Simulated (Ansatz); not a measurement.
# What HfCdS3 (model cell, started as cubic perovskite with Hf in the octahedra) distorts into, part 2 of 2

Aim: this structure of HfCdS3 (model cell, started as cubic perovskite with Hf in the octahedra) is to be tested for unstable modes, and one is followed downhill.

Ansatz 0.2.0; DFT PBEsol, scalar-relativistic, plane waves, PAW; PAW set soft_1.

So far, highest frequency on the path or at a solved wavevector (cm⁻¹): step 2 (phonons on a q mesh) 476. Also lowest frequency on the path (cm⁻¹): step 2 -192.

The structure was built from a prototype and need not be the compound's stable phase.

## 5. Energy along the mode, all amplitudes (two of the runs are shown above)

An imaginary frequency means negative curvature, so the energy should fall and then rise again as anharmonic terms take over.

Numbers from this step:

```
depth at the lowest point sampled  : 198.5 meV/atom
largest atomic shift at that point : 0.6 Å
```

Energy from the parent against largest atomic shift:

```tsv
largest atomic shift (Å)	energy from the parent (meV/atom)
0.000	0
0.040	-1.34
0.080	-5.37
0.140	-16.2
0.220	-37.9
0.320	-73.1
0.450	-129
0.600	-199
```

Displacement at unit largest shift by atom:

```tsv
atom	x (Å)	y (Å)	z (Å)	size
Cd1	0.00	0.00	0.00	0.00
Cd2	0.00	0.00	0.00	0.00
Hf3	0.00	0.00	0.00	0.00
Hf4	0.00	0.00	0.00	0.00
S5	1.00	0.00	0.00	1.00
S6	-1.00	0.00	0.00	1.00
S7	0.00	0.00	0.00	0.00
S8	0.00	0.00	0.00	0.00
S9	0.00	0.00	1.00	1.00
S10	0.00	0.00	-1.00	1.00
```

The lowest of the steps tried is the last one, at 0.6 Å, 199 meV/atom below the parent; the bottom of the well need not coincide with a step.

## 6. Relaxing from the distorted cell

Starting from the lowest point found, all atoms and the cell are let go, so that strain and other modes of the same symmetry can join in.

File input.yaml:

```yaml
crystal:
  lattice:
    - [4.883728423, 4.883728423, 0.0]
    - [4.883728423, 0.0, 4.883728423]
    - [4.883728423, 0.0, -4.883728423]
  atoms:
    - { symbol: Cd, position: [0.0, 0.0, 0.0] }
    - { symbol: Cd, position: [0.0, 0.5, 0.5] }
    - { symbol: Hf, position: [0.5, 0.25, 0.75] }
    - { symbol: Hf, position: [0.5, 0.75, 0.25] }
    - { symbol: S, position: [0.5, 0.0614284772, 1.0614284772] }
    - { symbol: S, position: [0.5, 0.4385715228, 0.4385715228] }
    - { symbol: S, position: [0.0, 0.5, 0.0] }
    - { symbol: S, position: [0.0, 0.0, 0.5] }
    - { symbol: S, position: [0.5, 0.5614284772, -0.0614284772] }
    - { symbol: S, position: [0.5, -0.0614284772, 0.5614284772] }
kpoints:
  mp_grid: { grid: [8, 8, 8] }
hamiltonian:
  xc: pbesol
  pseudopotentials: { kind: paw, azcp: { folder: soft_1 }, xc_functional: pbe }
scf:
  occupations: { method: methfessel_paxton, width: 0.2 }
output:
  forces: true
  stress: true
  eigenvalues: true
relax:
  adjacent_minimum: "off"
  f_tol: 0.002
  max_steps: 120
  cell: { stress_tol: 0.03 }
```

Started as:

```console
> ansatz run input.yaml --threads 4 --pin off --max-ram 16384MiB --backend cpu --events-out ev --progress --plain --runs-dir out
```

Numbers of over 12 decimals in the logs are rounded to 6 here.

Output:

```text
[...]
Crystal: 10 atoms, lattice volume = 232.962 Å³
Basis set: ecut = 420 eV, 4573 PW (Γ), exchange–correlation on 96×96×96 points (8 copies of the dense FFT grid, shifted against one another)
Bands: 77, of which v1, the nominal top of the filled ones, is band 64 counted from 1 (63 counted from 0)
Symmetry: 16 space group operations
[...]
k-points: 59 of 512
[...]
SCF iter   1: F=—  HF=-52886.456292 eV  |F-HF|=—  |Δ(HF+E_count)|=         —  Δρ=4.85e-2  dr2=1.26e1  ethr=3.10e-3  ⟨swp⟩=6.4  Hψ=17470  notcnv=0
[...]
SCF iter  10: F=-52883.132424 eV  HF=-52883.132424 eV  |F-HF|=2.06e-9  |Δ(HF+E_count)|=   3.97e-7  S|Δr|=    0.00e0  Δρ=2.74e-6  dr2=3.27e-8  ethr=7.81e-11  ⟨swp⟩=11.8  Hψ=26543  notcnv=0
SCF 1 converged in 10 iterations: F = -52883.132424 eV  dr2 = 3.27e-8
[...]
relax step   1: F+E_penalty+E_count = -52883.13242432 eV  Δ(F+E_penalty+E_count) = +0.000e0 eV  max|allowed force component| = 1.055e0 eV/Å  Δτ_max = 0.0000 Å  P = -3.553 GPa  Ω = 232.962 Å³  (10 SCF iters, dr2 threshold 1.00e-7 eV, accepted)
Crystal: 10 atoms, lattice volume = 221.345 Å³
Basis set: ecut = 420 eV, 4285 PW (Γ), exchange–correlation on 96×96×96 points (8 copies of the dense FFT grid, shifted against one another)
[...]
SCF iter   8: F=-52883.940214 eV  HF=-52883.940214 eV  |F-HF|=5.59e-8  |Δ(HF+E_count)|=   2.03e-7  S|Δr|=    0.00e0  Δρ=7.01e-6  dr2=8.86e-8  ethr=7.81e-10  ⟨swp⟩=5.7  Hψ=17066  notcnv=0
SCF 2 converged in 8 iterations: F = -52883.940214 eV  dr2 = 8.86e-8
relax step   2: F+E_penalty+E_count = -52883.94021389 eV  Δ(F+E_penalty+E_count) = -8.078e-1 eV  max|allowed force component| = 4.389e-1 eV/Å  Δτ_max = 0.1965 Å  P = -1.290 GPa  Ω = 221.345 Å³  energy of the carried Pulay correction = +2.474e-3 eV  (8 SCF iters, dr2 threshold 1.00e-6 eV, accepted)
Crystal: 10 atoms, lattice volume = 216.143 Å³
Basis set: ecut = 420 eV, 4279 PW (Γ), exchange–correlation on 96×96×96 points (8 copies of the dense FFT grid, shifted against one another)
[...]
SCF iter   7: F=-52883.962284 eV  HF=-52883.962285 eV  |F-HF|=3.31e-7  |Δ(HF+E_count)|=   1.18e-6  S|Δr|=    0.00e0  Δρ=1.67e-5  dr2=7.87e-7  ethr=7.81e-10  ⟨swp⟩=7.7  Hψ=22438  notcnv=0
SCF 3 converged in 7 iterations: F = -52883.962284 eV  dr2 = 7.87e-7
relax step   3: F+E_penalty+E_count = -52883.96228420 eV  Δ(F+E_penalty+E_count) = -2.207e-2 eV  max|allowed force component| = 5.355e-1 eV/Å  Δτ_max = 0.1361 Å  P = +0.207 GPa  Ω = 216.143 Å³  energy of the carried Pulay correction = +3.624e-3 eV  (7 SCF iters, dr2 threshold 1.00e-6 eV, accepted)
[...]
relax step   4: F+E_penalty+E_count = -52884.02567183 eV  Δ(F+E_penalty+E_count) = -6.339e-2 eV  max|allowed force component| = 8.265e-2 eV/Å  Δτ_max = 0.0744 Å  P = +0.387 GPa  Ω = 216.608 Å³  energy of the carried Pulay correction = +3.520e-3 eV  (6 SCF iters, dr2 threshold 1.00e-6 eV, accepted)
[...]
relax step   5: F+E_penalty+E_count = -52884.02975772 eV  Δ(F+E_penalty+E_count) = -4.086e-3 eV  max|allowed force component| = 6.591e-3 eV/Å  Δτ_max = 0.0127 Å  P = -0.040 GPa  Ω = 217.094 Å³  energy of the carried Pulay correction = +3.412e-3 eV  (6 SCF iters, dr2 threshold 1.00e-6 eV, accepted)
[...]
relax step   6: F+E_penalty+E_count = -52884.02980087 eV  Δ(F+E_penalty+E_count) = -4.315e-5 eV  max|allowed force component| = 3.694e-4 eV/Å  Δτ_max = 0.0008 Å  P = +0.009 GPa  Ω = 216.989 Å³  energy of the carried Pulay correction = +3.435e-3 eV  (6 SCF iters, dr2 threshold 7.24e-9 eV, accepted)
[...]
SCF iter   8: F=-52884.026795 eV  HF=-52884.026795 eV  |F-HF|=7.28e-12  |Δ(HF+E_count)|=  7.28e-12  S|Δr|=    0.00e0  Δρ=4.44e-8  dr2=7.31e-12  ethr=1.00e-12  ⟨swp⟩=5.6  Hψ=17421  notcnv=0
SCF 7 converged in 8 iterations: F = -52884.026795 eV  dr2 = 7.31e-12
relax step   7: F+E_penalty+E_count = -52884.02679550 eV  Δ(F+E_penalty+E_count) = +3.005e-3 eV  max|allowed force component| = 6.746e-4 eV/Å  Δτ_max = 0.0000 Å  P = +0.003 GPa  Ω = 216.989 Å³  stress off target by 3.44e-3 GPa  SCF on the basis re-selected at this cell (its energy is not comparable with the rows above)  (8 SCF iters)
basis re-selected at this cell: Δ(F+E_penalty+E_count) = +3.005e-3 eV, ΔP = -0.007 GPa vs the last step (what re-selecting the basis moved, of the pressure what is left beyond the Pulay correction that the steps carried, after the strain that the cell walked since its last selection, with what the two solves' SCF thresholds leave and, on support functions, any second-order correction that the steps lacked; it is no m [...]
SCF converged after 8 iterations
[...]
Free energy (F): -52884.026795 eV
[...]
Internal energy: -52884.035302 eV  (E = F + TS)
E sigma→0 (E₀):  -52884.028922 eV
Entropy (-TS):   0.008507 eV (0.851 meV/atom)
Fermi energy:    9.194292 eV
[...]
--- Forces (eV/Å), atoms counted from 1 ---
  atom   1  Cd     0.00000000    -0.00000000     0.00000000
  atom   2  Cd     0.00000000     0.00000000    -0.00000000
  atom   3  Hf     0.00000000    -0.00000000    -0.00000000
  atom   4  Hf    -0.00000000    -0.00000000     0.00000000
  atom   5  S      0.00067464    -0.00000000     0.00000000
  atom   6  S     -0.00067464     0.00000000    -0.00000000
  atom   7  S     -0.00000000     0.00000000     0.00000000
  atom   8  S      0.00000000    -0.00000000     0.00000000
  atom   9  S      0.00000000     0.00000000     0.00067464
  atom  10  S     -0.00000000    -0.00000000    -0.00067464
  max |Σ_I F_I| component: 2.17e-19 eV/Å
--- Stress (GPa, compression-positive) ---
        0.003442      -0.000000      -0.000000
        0.000000       0.001751       0.000000
       -0.000000       0.000000       0.003442
  P = ⅓ Tr σ = 0.0029 GPa (0.029 kbar)
--- Band table (eV; the first three rows and the last of 59) ---
  k-point 0: bands = [... 60 lower, 8.8863, 8.8863, 9.1854, 9.1854, 9.2251, 10.4971, 10.4971, 10.8483, ... 9 higher]
  k-point 1: bands = [... 60 lower, 8.8363, 8.8725, 8.9383, 9.0573, 9.5538, 10.4135, 10.6247, 11.0444, ... 9 higher]
  k-point 2: bands = [... 60 lower, 8.3266, 8.7435, 8.8441, 8.8803, 9.8128, 10.3351, 11.1437, 11.3028, ... 9 higher]
  k-point 58: bands = [... 60 lower, 7.3776, 7.3776, 9.1590, 9.1590, 9.7592, 10.8381, 11.4167, 11.6471, ... 9 higher]
--- Relaxed structure (6 steps of the walk, 6 accepted, 1 SCFs on fresh bases) ---
  F+E_penalty+E_count = -52884.02679550 eV   max|allowed force component| = 6.746e-4 eV/Å   (the final SCF, on the basis selected at the relaxed cell)
  cell:  # Å, volume = 216.9892 Å³
    - [4.774793, 4.758816, 0]
    - [4.774793, 0, 4.774793]
    - [4.774793, 0, -4.774793]
  atoms:
    - { symbol: Cd, position: [0, -5.683275811348064e-19, 5.683275811348062e-19] }
    - { symbol: Cd, position: [0, 0.5, 0.5] }
    - { symbol: Hf, position: [0.5, 0.25, 0.75] }
    - { symbol: Hf, position: [0.5, 0.75, 0.25] }
    - { symbol: S, position: [0.5, 0.089082, 1.089082] }
    - { symbol: S, position: [0.5, 0.410918, 0.410918] }
    - { symbol: S, position: [0, 0.5, 0.0] }
    - { symbol: S, position: [0, 0.0, 0.5] }
    - { symbol: S, position: [0.5, 0.589082, -0.089082] }
    - { symbol: S, position: [0.5, -0.089082, 0.589082] }
```

It took 1.8 min on 4 threads of Arm Neoverse V2, shared host; peak memory 1.2 GiB; 7.1 min of CPU time.

Relaxation path:

```tsv
step	energy less that of the first step (eV)	largest force component (eV/Å)	pressure (GPa)	volume (Å³)
1	0.0000	1.0553	-3.55	232.96
2	-0.8078	0.4389	-1.29	221.34
3	-0.8299	0.5355	0.21	216.14
4	-0.8932	0.0827	0.39	216.61
5	-0.8973	0.0066	-0.04	217.09
6	-0.8974	0.0004	0.01	216.99
7*	-0.8944	0.0007	0.00	216.99
```

Relaxation steps marked * repeat the geometry before them on a plane-wave basis chosen anew for their cell, so energy and pressure can jump there.

The run keeps the 16 symmetry operations that it works with, so distortions that break them were not tested.

```tsv
conventional cell, symmetrised	before	after	change
a (Å)	6.907	6.753	-2.2 %
b (Å)	6.907	6.753	-2.2 %
c (Å)	9.767	9.518	-2.6 %
volume (Å³/atom)	23.30	21.70	-6.9 %
```

The atoms that moved most (Å, as changes of fractional coordinates times the final cell):

```tsv
atom	dx	dy	dz	length
S9	0.000	0.000	0.264	0.264
S10	0.000	0.000	-0.264	0.264
S5	0.264	0.000	0.000	0.264
S6	-0.264	0.000	0.000	0.264
```

This step gave:

```
pressure          : 0.002878 GPa
volume per atom   : 21.70 Å³
gap on the k-mesh : 0.03966 eV
```

The distorted start has space group I4/mcm; the relaxation ends in I4/mcm.

## 7. The new phase in its own primitive cell

The relaxed structure is symmetrised, reduced to its primitive cell and relaxed tightly, as its phonons need.

input.yaml, the sections that differ from step 6:

```yaml
crystal:
  lattice:
    - [-3.3762888222, 3.3762888222, 4.7588159275]
    - [3.3762888222, -3.3762888222, 4.7588159275]
    - [3.3762888222, 3.3762888222, -4.7588159275]
  atoms:
    - { symbol: Cd, position: [0.75, 0.25, 0.5] }
    - { symbol: Cd, position: [0.25, 0.75, 0.5] }
    - { symbol: Hf, position: [0.5, 0.5, 0.0] }
    - { symbol: Hf, position: [0.0, 0.0, 0.0] }
    - { symbol: S, position: [0.8390821513, 0.6609178487, 0.5] }
    - { symbol: S, position: [0.1609178487, 0.3390821513, 0.5] }
    - { symbol: S, position: [0.75, 0.75, 0.0] }
    - { symbol: S, position: [0.25, 0.25, 0.0] }
    - { symbol: S, position: [0.6609178487, 0.1609178487, 0.8218356975] }
    - { symbol: S, position: [0.3390821513, 0.8390821513, 0.1781643025] }
relax:
  adjacent_minimum: "off"
  f_tol: 0.001
  max_steps: 60
  cell: { stress_tol: 0.01 }
# kpoints, hamiltonian, scf, output: as in step 6
```

Output:

```text
[...]
Crystal: 10 atoms, lattice volume = 216.989 Å³
Basis set: ecut = 420 eV, 4279 PW (Γ), exchange–correlation on 96×96×96 points (8 copies of the dense FFT grid, shifted against one another)
Bands: 77, of which v1, the nominal top of the filled ones, is band 64 counted from 1 (63 counted from 0)
Symmetry: 16 space group operations
[...]
k-points: 59 of 512
[...]
- { symbol: Hf, position: [0.500000, 0.500000, 0.0] }
    - { symbol: Hf, position: [0.0, 0.0, 0.0] }
    - { symbol: S, position: [0.839082151275, 0.660917848725, 0.5] }
    - { symbol: S, position: [0.160918, 0.339082, 0.500000] }
    - { symbol: S, position: [0.75, 0.75, 0.0] }
    - { symbol: S, position: [0.250000, 0.250000, 0.0] }
    - { symbol: S, position: [0.660918, 0.160918, 0.821836] }
    - { symbol: S, position: [0.339082, 0.839082, 0.178164] }
[key lines of the parts left out:]
SCF converged after 8 iterations
Free energy (F): -52884.026795 eV
Fermi energy:    9.194291 eV
P = ⅓ Tr σ = 0.0029 GPa (0.029 kbar)
```

Wall time 34 s (4 threads); peak memory 1.1 GiB; 2.3 min of CPU time.

Little changed from the start: no atom moved by 0.005 Å and no cell edge by 0.1 %.

Numbers from this step:

- pressure: 0.002877 GPa
- direct gap on mesh: 0.03966 eV

The largest force component left is 0.48 meV/Å and the pressure is 0.003 GPa, within the tolerances set. The cell now holds 21.70 Å³/atom.

## 8. Modes of the new phase

A relaxed structure may still be a saddle point, so its zone-centre modes are computed. No field response is asked, and the gap on the mesh is small against the smearing.

input.yaml: that of step 7 with these lines changed.

```diff
@@ -14,3 +14,3 @@
     - { symbol: S, position: [0.25, 0.25, 0.0] }
-    - { symbol: S, position: [0.6609178487, 0.1609178487, 0.8218356975] }
+    - { symbol: S, position: [0.6609178487, 0.1609178487, 0.8218356974] }
     - { symbol: S, position: [0.3390821513, 0.8390821513, 0.1781643025] }
@@ -24,9 +24,4 @@
 output:
-  forces: true
-  stress: true
   eigenvalues: true
-relax:
-  adjacent_minimum: "off"
-  f_tol: 0.001
-  max_steps: 60
-  cell: { stress_tol: 0.01 }
+phonons:
+  method: dfpt
```

Output:

```text
[...]
Crystal: 10 atoms, lattice volume = 216.989 Å³
Basis set: ecut = 420 eV, 4279 PW (Γ), exchange–correlation on 96×96×96 points (8 copies of the dense FFT grid, shifted against one another)
Bands: 77, of which v1, the nominal top of the filled ones, is band 64 counted from 1 (63 counted from 0)
Symmetry: 16 space group operations
k-points: 260 of 512 (irreducible under 1 space group operation, time reversal used)
[...]
SCF iter   1: F=—  HF=-52887.615720 eV  |F-HF|=—  |Δ(HF+E_count)|=         —  Δρ=5.27e-2  dr2=1.43e1  ethr=3.10e-3  ⟨swp⟩=6.3  Hψ=77715  notcnv=0
[...]
SCF iter  13: F=-52884.026795 eV  HF=-52884.026795 eV  |F-HF|=0.00e0  |Δ(HF+E_count)|=  1.46e-11  S|Δr|=    0.00e0  Δρ=3.03e-8  dr2=2.06e-12  ethr=1.00e-12  ⟨swp⟩=15.3  Hψ=137784  notcnv=0
SCF 1 converged in 13 iterations: F = -52884.026795 eV  dr2 = 2.06e-12
[...]
DFPT response loops at Γ: preconditioner auto → Kerker (q_TF=auto, 2.499 Å⁻¹) (partly filled bands, converged f_vac=0.020); β = 1.00, the filter's whole step (`scf.mixing.beta` (0.50) is not read by the response loops under this deck's `scf.mixing.preconditioner`; to damp them name `kerker` or `kerker_dos`, under which they read `scf.mixing.beta`, and type it under 1.00, their step now; both keys bind the ground state too); Broyden in place of MSR1
SCF converged after 13 iterations
[...]
Free energy (F): -52884.026795 eV
[...]
Internal energy: -52884.035302 eV  (E = F + TS)
E sigma→0 (E₀):  -52884.028922 eV
Entropy (-TS):   0.008507 eV (0.851 meV/atom)
Fermi energy:    9.194291 eV
[...]
--- Band table (eV; the first three rows and the last of 260) ---
  k-point 0: bands = [... 60 lower, 8.8863, 8.8863, 9.1854, 9.1854, 9.2251, 10.4971, 10.4971, 10.8483, ... 9 higher]
  k-point 1: bands = [... 60 lower, 8.7262, 8.7821, 8.9162, 8.9520, 9.6138, 10.3819, 10.4081, 11.2227, ... 9 higher]
  k-point 2: bands = [... 60 lower, 8.3905, 8.4009, 8.5916, 8.9558, 10.1423, 10.2510, 10.3823, 11.5935, ... 9 higher]
  k-point 259: bands = [... 60 lower, 7.3776, 7.3776, 9.1590, 9.1590, 9.7592, 10.8381, 11.4167, 11.6471, ... 9 higher]
--- Phonons (Γ-DFPT): 8 representative perturbations + reference, on 260 of 512 k-points (Σ response iterations 34) ---
  k mesh reduced under 1 symmetry operation, with k and −k counted as one. Each operation leaves every solved perturbation unchanged. A smaller set is not used because it would not reduce the number of displacements times k-points to solve
  ASR residual: 4.346e-5 → 0.000e0 eV/Å²; symmetrization residual: 2.275e-5 eV/Å²
  ASR residual per site (eV/Å²): 4.35e-5 4.35e-5 1.85e-5 1.85e-5 1.12e-5 1.12e-5 2.19e-5 2.19e-5 1.12e-5 1.12e-5
  Γ frequencies (cm⁻¹): -164.23 -164.23 -94.46 -94.46 -23.28 -23.28 0.00 0.00 0.00 15.58 15.58 41.04 64.82 97.19 117.93 117.93 127.55 127.55 129.84 170.79 170.79 198.61 259.25 272.76 290.07 290.07 314.10 331.82 410.19 470.98
  non-analytic LO–TO correction: not included (Born effective charges unavailable; polar crystals: no LO–TO splitting at Γ)
```

The job ended after 26 min (4 threads; peak memory 9.3 GiB).

This step gave:

```
sum-rule residual before enforcement                    : 4.35e-5 eV/Å²
point group                                             : 4/mmm
highest optical mode at the zone centre (no LO-TO term) : 471.0 cm⁻¹
lowest optical zone-centre mode                         : -164.2 cm⁻¹
```

Patterns of degenerate modes are one choice out of their space. The modes at Γ (shares of kinetic energy by element, %) (negative means imaginary):

```tsv
mode	frequency (cm⁻¹)	symmetry	Cd %	Hf %	S %
1	-164.2	Eg	0	0	100
2	-164.2	Eg	0	0	100
3	-94.5	Eu	11	5	84
4	-94.5	Eu	11	5	84
5	-23.3	Eg	99	0	1
6	-23.3	Eg	99	0	1
7	0.0	acoustic	29	46	25
8	0.0	acoustic	29	46	25
9	0.0	acoustic	29	46	25
10	15.6	Eu	53	41	7
11	15.6	Eu	53	41	7
12	41.0	A2u	53	41	7
13	64.8	B2g	99	0	1
14	97.2	A2u	18	5	76
15	117.9	Eu	5	55	40
16	117.9	Eu	5	55	40
17	127.5	Eu	2	47	51
18	127.5	Eu	2	47	51
19	129.8	B1u	0	0	100
20	170.8	Eg	1	0	99
21	170.8	Eg	1	0	99
22	198.6	A1u	0	100	0
23	259.2	A1g	0	0	100
24	272.8	B2g	1	0	99
25	290.1	Eu	0	6	94
26	290.1	Eu	0	6	94
27	314.1	B1g	0	0	100
28	331.8	A2g	0	0	100
29	410.2	A2u	0	8	92
30	471.0	A2g	0	0	100
```

Displacements in mode 1 (-164.2 cm⁻¹), the largest set to 1:
```
Cd1  0.00 -0.02  0.00
Cd2  0.00  0.02  0.00
Hf3  0.00  0.00  0.00
Hf4  0.00  0.00  0.00
S5   0.00  0.00 -0.72
S6   0.00  0.00  0.72
S7  -0.02  1.00  0.00
S8   0.02 -1.00  0.00
S9   0.00  0.00 -0.74
S10  0.00  0.00  0.74
```

Displacements in mode 15 (117.9 cm⁻¹), the largest set to 1:
```
Cd1  0.00  0.37  0.00
Cd2  0.00  0.37  0.00
Hf3 -1.00  0.00  0.00
Hf4  1.00  0.00  0.00
S5   0.95 -0.96  0.00
S6   0.95 -0.96  0.00
S7   0.00  0.61  0.00
S8   0.00  0.61  0.00
S9  -0.95 -0.96  0.00
S10 -0.95 -0.96  0.00
```

Before it was imposed, the acoustic sum rule was missed by 4.3e-5 eV/Å². Small misses are needed for a sound result but don't prove that mesh and cutoff are converged. The lowest optical mode is imaginary, 164.2i cm⁻¹, so the energy falls along it.

## 9. Results

| Item | Value |
| --- | --- |
| unstable mode of the parent | q = (-0.5, -0.5, -0.5), 189i cm⁻¹ |
| depth at the lowest point sampled | 199 meV/atom |
| largest atomic shift at that point | 0.6 Å |
| space group reached (within 0.01 Å) | I4/mcm |
| energy gained over the parent (first relaxation, on the mesh of the frozen mode) | 288 meV/atom |
| volume per atom, phase reached | 21.7 Å³ |
| gap on the k-mesh, phase reached | 0.0397 eV |
| lowest optical zone-centre mode, phase reached | -164 cm⁻¹ |
| highest optical mode at the zone centre (no LO-TO term), phase reached | 471 cm⁻¹ |

**Reading.** Along this mode the structure falls into I4/mcm, 288 meV/atom below the parent. At the parent's cell the well is 198.5 meV/atom deep on the steps tried, with its lowest point at a shift of 0.6 Å. That is the last step tried, so the steps alone don't bracket the bottom of the well. Relaxing atoms and cell changes the gain by +89.26 meV/atom against the lowest step (energies at zero smearing). The new phase still has an imaginary mode at the zone centre of its cell, so it is a saddle point on the way to a lower structure. Of the 4 patterns followed to their end from this parent, this one ends 195 meV/atom above the lowest, R-3c. Each path keeps the symmetry of its pattern, so a lower phase may lie along a pattern not tried. With no gap, or one that is small against the smearing, the frequencies hang on the k mesh and the smearing, most of all near Kohn anomalies. A semilocal functional can close a gap that the real compound would have, so the metallic treatment may be an artefact of the level. Spin-orbit coupling is left out, which can matter for the heavy elements here. The PAW files were made for PBE and serve the other functionals too. The starting cell was built on a prototype and not taken from a measurement, so the phase need not exist.

[Logs are printed without paths, hosts, clocks, repeated set-up lines and the standing remarks that a program may print on its own settings, such as how far it seeks lower states.]

[Hosts, paths, dates, database ids (printed as entryN), source tags and the programs' standing remarks are cut or masked in the printed files.]
